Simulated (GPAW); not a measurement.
# Ballistic transport through a W chain with one Li atom in line, from relaxation to T(E), part 2 of 2

How well does a W chain with one Li atom in line conduct once its atoms have relaxed, and how much do cheaper levels lose?

GPAW 26.7.0; GPAW LCAO, PAW setups; relaxation of the junction within the symmetry of its start, lead ends held (the session's first sound run).

So far, transmission at the Fermi level (one spin): step 3 (double-zeta polarised basis, PBE, GPAW) 0.262; step 4 (basis szp(dzp), PBE, GPAW) 0.264; step 5 (basis sz(dzp), PBE, GPAW) 0.385; step 6 (RPBE) 0.256.

## (7) Without the relaxation: geometry = "as built"

Level of this step: GPAW LCAO, PAW setups; Landauer transmission from Green's functions with principal layers (ASE), zero bias (GPAW).

The dzp basis with PBE on the structure as first built shows what the relaxation was worth.

Contents of run.py:

```python
import json
import numpy as np
from ase import Atoms
from ase.transport.calculators import TransportCalculator
from gpaw import GPAW, FermiDirac
from gpaw.lcao.tools import get_lcao_hamiltonian
from scipy.linalg import eigh

# The junction with lead layers at both ends, along the third cell vector
device = Atoms(
    ['W', 'W', 'W', 'W', 'W', 'W', 'W', 'W', 'Li', 'W', 'W', 'W', 'W', 'W', 'W', 'W', 'W'],
    positions=[
        [4.50000, 4.50000, 1.12500],
        [4.50000, 4.50000, 3.37500],
        [4.50000, 4.50000, 5.62500],
        [4.50000, 4.50000, 7.87500],
        [4.50000, 4.50000, 10.12500],
        [4.50000, 4.50000, 12.37500],
        [4.50000, 4.50000, 14.62500],
        [4.50000, 4.50000, 16.87500],
        [4.50000, 4.50000, 19.35080],
        [4.50000, 4.50000, 21.82660],
        [4.50000, 4.50000, 24.07660],
        [4.50000, 4.50000, 26.32660],
        [4.50000, 4.50000, 28.57660],
        [4.50000, 4.50000, 30.82660],
        [4.50000, 4.50000, 33.07660],
        [4.50000, 4.50000, 35.32660],
        [4.50000, 4.50000, 37.57660]],
    cell=[[9.0, 0.0, 0.0], [0.0, 9.0, 0.0], [0.0, 0.0, 38.7016]],
    pbc=True)

# One principal layer of the lead: the first 5 atoms of the device
lead = Atoms(
    ['W', 'W', 'W', 'W', 'W'],
    positions=[
        [4.50000, 4.50000, 1.12500],
        [4.50000, 4.50000, 3.37500],
        [4.50000, 4.50000, 5.62500],
        [4.50000, 4.50000, 7.87500],
        [4.50000, 4.50000, 10.12500]],
    cell=[[9.0, 0.0, 0.0], [0.0, 9.0, 0.0], [0.0, 0.0, 11.25]],
    pbc=True)

settings = dict(mode='lcao', basis='dzp', xc='PBE', h=0.2,
                occupations=FermiDirac(0.1), maxiter=250,
                mixer=dict(beta=0.1, nmaxold=8, weight=100.0),
                convergence=dict(density=0.0001))
energies = np.arange(-2, 2 + 1e-9, 0.025)
eta = 0.0001
n1, n2 = 1, 1
# k and -k transmit alike, so half of the mesh across the current serves
mesh = [(i, j) for i in range(n1) for j in range(n2) if (i, j) <= (-i % n1, -j % n2)]
weights = np.array([1 if (i, j) == (-i % n1, -j % n2) else 2 for i, j in mesh]) / (n1 * n2)

# [... helper functions left out ...]
fermi_lead = ground_state(lead, (1, 1, 10), 'lead.txt')
fermi_device = ground_state(device, (1, 1, 2), 'device.txt')
# [... loop over the mesh left out, but for ...]
        # Shift the lead onto the potential of the device's first layer
        shift = ((H[:, 0, 0] - H0[:, 0, 0]) / S0[0, 0]).real.mean()
# [...]
kT = 8.617333e-5 * 300
bias = [0.1, 0.2, 0.5, 1.0, 1.5, 2.0]
# [... integrals and printing left out ...]
```

Run with:

```console
OMP_NUM_THREADS=1 OPENBLAS_NUM_THREADS=1 python run.py
```

Log:

```text
basis functions: device 469, principal layer 145
Fermi level: lead -2.6609 eV, device -2.6314 eV; lead shifted by -0.0201 eV
largest coupling past the next layer 7.88e-06 eV, largest misfit of the first layer 0.058 eV
  E-E_F (eV)   T (one spin)  [channel counts left out]
    -2.000    1.1455e-01
    -1.975    1.1870e-01
    -1.950    1.2283e-01
[...]
1.975    3.1266e-01
     2.000    3.1102e-01
conductance at 300 K: 0.32641 G0 a cell; thermopower -4.682 uV/K
current from the zero-bias T(E) at 0.1 V: 2.5296 uA
current from the zero-bias T(E) at 0.2 V: 5.0622 uA
current from the zero-bias T(E) at 0.5 V: 12.708 uA
current from the zero-bias T(E) at 1.0 V: 25.753 uA
current from the zero-bias T(E) at 1.5 V: 39.405 uA
current from the zero-bias T(E) at 2.0 V: 54.321 uA
```

Run time: 4 min. Hardware: 1 thread of Arm Neoverse V2, shared host; peak memory 1.5 GiB.

This step gave:

```
conductance                                    : 0.3264 G₀
largest coupling past the next principal layer : 7.88e-6 eV
largest misfit of the first principal layer    : 0.05838 eV
shift that aligns the lead                     : -0.02013 eV
transmission at the Fermi level (one spin)     : 0.3262
```

One spin. The transmission, zone mean by energy, zero at the Fermi level:

energy (eV), transmission, zone mean and a bar:
```
   -2.000       0.11 
   -1.900       0.13 
   -1.800       0.15 
   -1.700       0.16 #
   -1.600       0.16 #
   -1.500       0.16 #
   -1.400       0.17 #
   -1.300       0.17 #
   -1.200       0.17 #
   -1.100       0.18 #
   -1.000       0.19 #
   -0.900       0.20 #
   -0.800       0.21 #
   -0.700       0.23 ##
   -0.600       0.24 ##
   -0.500       0.25 ##
   -0.400       0.26 ##
   -0.300       0.27 ##
   -0.200       0.29 ##
   -0.100       0.31 ###
    0.000       0.33 ###
    0.100       0.35 ###
    0.200       0.37 ####
    0.300       0.39 ####
    0.400       0.41 ####
    0.500       0.44 ####
    0.600       0.46 #####
    0.700       0.49 #####
    0.800       0.53 ######
    0.900       0.58 ######
    1.000       0.64 #######
    1.100       0.72 ########
    1.200       0.83 ##########
    1.300       0.98 ############
    1.400       1.23 ###############
    1.500       1.71 ######################
    1.600       2.28 ##############################
    1.700       0.33 ###
    1.800       0.32 ###
    1.900       0.32 ###
    2.000       0.31 ###
```

The conductance, 0.326 G₀, lies 24 % above that of the dzp run.

## (8) Cost and result by level

Times are for 1 thread of Arm Neoverse V2, shared host. The runs compared:

| no. | run | conductance (G₀) | time | memory (GiB) |
| --- | --- | --- | --- | --- |
| 1 | dzp | 0.2626 | 3.7 min | 1.5 |
| 2 | szp | 0.2645 | 1.8 min | 1.4 |
| 3 | sz | 0.3854 | 81 s | 1.4 |
| 4 | dzp RPBE | 0.2566 | 3.7 min | 1.5 |
| 5 | asbuilt | 0.3264 | 4 min | 1.5 |

## (9) Comparison

The curves are compared point by point over the common energies.

This step: comparison of transmission and cost over codes, levels and geometry (GPAW 26.7.0).

Ladder, by row:

| step | code | T at the Fermi level (sum over the listed spins) | conductance (G0) | r.m.s. T(E) from the first | wall time (s) | peak memory (GiB) | threads |
| --- | --- | --- | --- | --- | --- | --- | --- |
| dzp | GPAW | 0.2625 | 0.2626 | 0 | 223.6 | 1.47 | 1 |
| szp | GPAW | 0.2643 | 0.2645 | 0.138 | 106.7 | 1.4 | 1 |
| sz | GPAW | 0.3852 | 0.3854 | 0.2568 | 80.73 | 1.35 | 1 |
| dzp-RPBE | GPAW | 0.2564 | 0.2566 | 0.09546 | 224 | 1.47 | 1 |
| asbuilt | GPAW | 0.3262 | 0.3264 | 0.1898 | 238.6 | 1.47 | 1 |

Transmission, zone mean, sum over the listed spins against energy, zero at the Fermi level:

| energy (eV) | dzp | szp | sz | dzp-RPBE | asbuilt |
| --- | --- | --- | --- | --- | --- |
| -2.0000 | 0.0931 | 0.0828 | 0.189 | 0.0919 | 0.115 |
| -1.7500 | 0.122 | 0.111 | 0.225 | 0.119 | 0.152 |
| -1.5000 | 0.127 | 0.120 | 0.226 | 0.124 | 0.165 |
| -1.2500 | 0.126 | 0.119 | 0.221 | 0.123 | 0.167 |
| -1.0000 | 0.146 | 0.138 | 0.251 | 0.144 | 0.186 |
| -0.7500 | 0.181 | 0.173 | 0.298 | 0.179 | 0.219 |
| -0.5000 | 0.209 | 0.204 | 0.326 | 0.206 | 0.250 |
| -0.2500 | 0.231 | 0.229 | 0.346 | 0.226 | 0.281 |
| 0.0000 | 0.262 | 0.264 | 0.385 | 0.256 | 0.326 |
| 0.2500 | 0.301 | 0.308 | 0.433 | 0.296 | 0.381 |
| 0.5000 | 0.335 | 0.343 | 0.459 | 0.331 | 0.437 |
| 0.7500 | 0.366 | 0.370 | 0.456 | 0.364 | 0.508 |
| 1.0000 | 0.425 | 0.420 | 0.454 | 0.423 | 0.640 |
| 1.2500 | 0.562 | 0.537 | 0.470 | 0.560 | 0.900 |
| 1.5000 | 1.01 | 0.864 | 0.483 | 1.08 | 1.71 |
| 1.6000 | 2.15 | 1.49 | 0.473 | 2.19 | 2.28 |
| 1.6500 | 0.858 | 2.22 | 0.461 | 0.386 | 1.14 |
| 1.7500 | 0.279 | 0.290 | 0.429 | 0.280 | 0.327 |
| 2.0000 | 0.246 | 0.258 | 0.378 | 0.248 | 0.311 |

## (10) Basis szp(dzp), SCF mesh 1×1×1, smearing 0.025

A smaller basis is cheaper in every inversion. The SCF mesh sets the Fermi level of the repeated cell. Smearing helps the SCF of a metal converge, but it blurs occupations at band edges near the Fermi level.

This step: GPAW LCAO, PAW setups; Landauer transmission from Green's functions with principal layers (ASE), zero bias (GPAW 26.7.0).

run.py, as its differences from that of step 7:

```diff
@@ -19,5 +19,5 @@
         [4.50000, 4.50000, 14.62500],
-        [4.50000, 4.50000, 16.87500],
+        [4.50000, 4.50000, 16.75333],
         [4.50000, 4.50000, 19.35080],
-        [4.50000, 4.50000, 21.82660],
+        [4.50000, 4.50000, 21.94827],
         [4.50000, 4.50000, 24.07660],
@@ -44,4 +44,4 @@
 
-settings = dict(mode='lcao', basis='dzp', xc='PBE', h=0.2,
-                occupations=FermiDirac(0.1), maxiter=250,
+settings = dict(mode='lcao', basis='szp(dzp)', xc='PBE', h=0.2,
+                occupations=FermiDirac(0.025), maxiter=250,
                 mixer=dict(beta=0.1, nmaxold=8, weight=100.0),
@@ -57,3 +57,3 @@
 fermi_lead = ground_state(lead, (1, 1, 10), 'lead.txt')
-fermi_device = ground_state(device, (1, 1, 2), 'device.txt')
+fermi_device = ground_state(device, (1, 1, 1), 'device.txt')
 # [... loop over the mesh left out, but for ...]
```

Log:

```text
basis functions: device 260, principal layer 80
Fermi level: lead -2.6252 eV, device -2.5514 eV; lead shifted by -0.1168 eV
largest coupling past the next layer 7.88e-06 eV, largest misfit of the first layer 0.135 eV
  E-E_F (eV)   T (one spin)  [channel counts left out]
    -2.000    8.5528e-02
    -1.975    8.9281e-02
    -1.950    9.3175e-02
    -1.925    9.7161e-02
    -1.900    1.0118e-01
    -1.875    1.0514e-01
    -1.850    1.0874e-01
    -1.825    1.1275e-01
    -1.800    1.1624e-01
    -1.775    1.1948e-01
    -1.750    1.2239e-01
    -1.725    1.2491e-01
    -1.700    1.2702e-01
    -1.675    1.2870e-01
    -1.650    1.2995e-01
    -1.625    1.3078e-01
[...]
1.825    2.6416e-01
     1.850    2.6105e-01
     1.875    2.5820e-01
     1.900    2.5568e-01
     1.925    2.5356e-01
     1.950    2.5188e-01
     1.975    2.5069e-01
     2.000    2.5001e-01
conductance at 300 K: 0.27241 G0 a cell; thermopower -5.841 uV/K
current from the zero-bias T(E) at 0.1 V: 2.1108 uA
current from the zero-bias T(E) at 0.2 V: 4.2226 uA
current from the zero-bias T(E) at 0.5 V: 10.568 uA
current from the zero-bias T(E) at 1.0 V: 21.135 uA
current from the zero-bias T(E) at 1.5 V: 31.527 uA
current from the zero-bias T(E) at 2.0 V: 41.883 uA
```

Elapsed: 1.7 min, on 1 thread; peak memory 1.4 GiB.

The run finished with changed settings (basis = "szp(dzp)", scf_mesh = [1, 1, 1] and width = 0.025); it serves as a test.

Side by side:

| quantity | this run | sound run | difference |
| --- | --- | --- | --- |
| conductance (G₀) | 0.27241 | 0.26264 | 0.00977 |
| largest coupling past the next principal layer (eV) | 7.882e-6 | 7.883e-6 | -6.8e-10 |
| largest misfit of the first principal layer (eV) | 0.13475 | 0.066533 | 0.0682 |
| shift that aligns the lead (eV) | -0.11675 | -0.025236 | -0.0915 |
| basis functions of the junction | 260 | 469 | -209 |
| basis functions of a principal layer | 80 | 145 | -65 |
| transmission at the Fermi level (one spin) | 0.27236 | 0.26248 | 0.00988 |

One result that differs is the shift that aligns the lead, -0.117 eV against -0.0252 eV.

## (11) What came out

```
conductance                                        : 0.263 G₀
transmission at the Fermi level, mean of the spins : 0.262
```

**Reading.** In the dzp basis the junction conducts 0.263 G₀ at 300 K, with T = 0.262 a spin at the Fermi level; the szp basis reaches that conductance within 10 %. Relaxation moved atoms by up to 0.12 Å and took the conductance from 0.326 to 0.263 G₀, as a ratio a smaller change than the step from dzp to the minimal basis. At the Fermi level the three most open eigenchannels pass 0.24, 0.013 and 0.013. Measured against the first run (dzp), the nearest curve is that of dzp-RPBE (r.m.s. 0.095) and the farthest that of sz (0.26). Over the compared runs wall time goes from 81 s (sz) to 239 s (asbuilt), on a shared host. The leads kept an estimated spacing and the cell its length, so the junction may be under some tension or compression. The geometry comes from the orbital basis, which tends to overbind, and kept the symmetry of the start, so a structure of lower symmetry may lie lower. The run had no spin polarisation, so a magnetic state, which chains and small molecules with open shells often have, wasn't tested. Spin-orbit coupling is left out, which matters for the heavy atoms here. An evenly spaced straight chain is an idealisation: free chains tend to dimerise, zigzag or, where a band edge lies near the Fermi level, turn magnetic. The currents use the zero-bias T(E) throughout, which holds only while the bias is small against the distance to the nearest feature. The thermopower isn't quoted: it samples T(E) farther from the Fermi level than the conductance does, and the energy grid wasn't tested for it.

[Logs are printed without paths, hosts, clocks, repeated set-up lines and the standing remarks that a program may print on its own settings, such as how far it seeks lower states.]

[Hosts, paths, dates, database ids (printed as entryN), source tags and the programs' standing remarks are cut or masked in the printed files.]
